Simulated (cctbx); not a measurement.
**Accept or mend?**

Cell a = 8.8800 Å, b = 4.9940 Å, c = 7.1980 Å, α = 90.00°, β = 104.85°, γ = 90.00°; space group C2/c (no. 15).

Simulated single-crystal data (cctbx): Mo Kα, λ = 0.71073 Å, to d = 0.65 Å, 50 % of the full sphere, strongest reflection 70000 counts, noise from counting, a 2 % proportional error and a noise floor of 8 counts (s.d.); no absorption, and some extinction, which the refinements don't model.

An anisotropic refinement with weights 1/σ² prints:

```text
Rint 0.017, 552 unique reflections to 0.65 A
cycle     R1     wR2    GooF  max shift (A)
   1  0.5293  0.8306  29.239   0.01573
   2  0.4830  0.7635  26.876   0.00048
final R1 0.4832 wR2 0.7635 GooF 26.876  parameters 14  data/parameter 39.4
atom        x        y        z      Ueq    occ   su(xyz)  su(Uiso or U11)
In1    0.00000  0.85529  0.25000   0.0008  1.000  0.00206  0.0040  NPD
Pd1    0.63639  0.35693  0.00948   0.0018  1.000  0.00162  0.0030  NPD
difference map: max 172.02 min -40.00 rms 17.10
Q1    0.1428  0.3581  0.1380    8  182.35  2.65 A from Pd1
Q2    0.0000  0.1437  0.7500    4  169.55  0.00 A from In1
Q3    0.1356  0.1371  0.5131    8  168.99  0.04 A from Pd1
Q4    0.2207  0.1503  0.0920    8   48.79  1.68 A from Pd1
Q5    0.9971  0.3535  0.1333    8   45.65  1.71 A from Pd1
Q6    0.0844  0.3453  0.7055    8   32.26  1.34 A from In1
```

**Question.** Can this result stand? If not, what is the likely fault?

Mend it. The fault: an atom left out, Zn at (0.8591, 0.3571, 0.3625). Against the right model at the same level, R1 goes from 0.0130 to 0.4832 and GooF from 1.03 to 26.88, U of In1 shrinks from 0.0140 to 0.0008 Å², U of Pd1 shrinks from 0.0248 to 0.0018 Å², the top difference peak, 182.3 e/Å³, lies 2.65 Å from Pd1 and In1 and Pd1 go non-positive-definite. Q1 is the missing atom. With scattering power missing, scale and phases suffer, so peaks may also grow on the heavy atoms.

The compound is Zn2InPd2. The right model at the same level gives:

```text
Rint 0.017, 552 unique reflections to 0.65 A
cycle     R1     wR2    GooF  max shift (A)
   1  0.0590  0.1542   5.473   0.00112
   2  0.0130  0.0292   1.035   0.00000
final R1 0.0130 wR2 0.0292 GooF 1.035  parameters 23  data/parameter 24.0
atom        x        y        z      Ueq    occ   su(xyz)  su(Uiso or U11)
In1    0.00000  0.85559  0.25000   0.0140  1.000  0.00004  0.0001
Pd1    0.63541  0.35960  0.00890   0.0248  1.000  0.00004  0.0001
Zn1    0.85903  0.35717  0.36248   0.0253  1.000  0.00007  0.0001
difference map: max 0.72 min -0.63 rms 0.19
Q1    0.1473  0.3661  0.6436    8    0.75  1.38 A from Zn1
Q2    0.1281  0.0927  0.9025    8    0.64  1.39 A from Pd1
Q3    0.0292  0.1664  0.0733    8    0.63  1.37 A from Zn1
Q4    0.2087  0.4790  0.7806    8    0.56  1.33 A from Zn1
Q5    0.0000  0.0000  0.0000    4    0.56  1.38 A from Pd1
Q6    0.0841  0.2893  0.7991    8    0.53  1.03 A from In1
```

The model was made for the exercise: a known structure type with other elements put in, its volume estimated, not relaxed; displacement parameters are assumed.

[Middle refinement cycles are left out of these outputs.]

[Logs are printed without paths, hosts, clocks, repeated set-up lines and the standing remarks that a program may print on its own settings, such as how far it seeks lower states.]
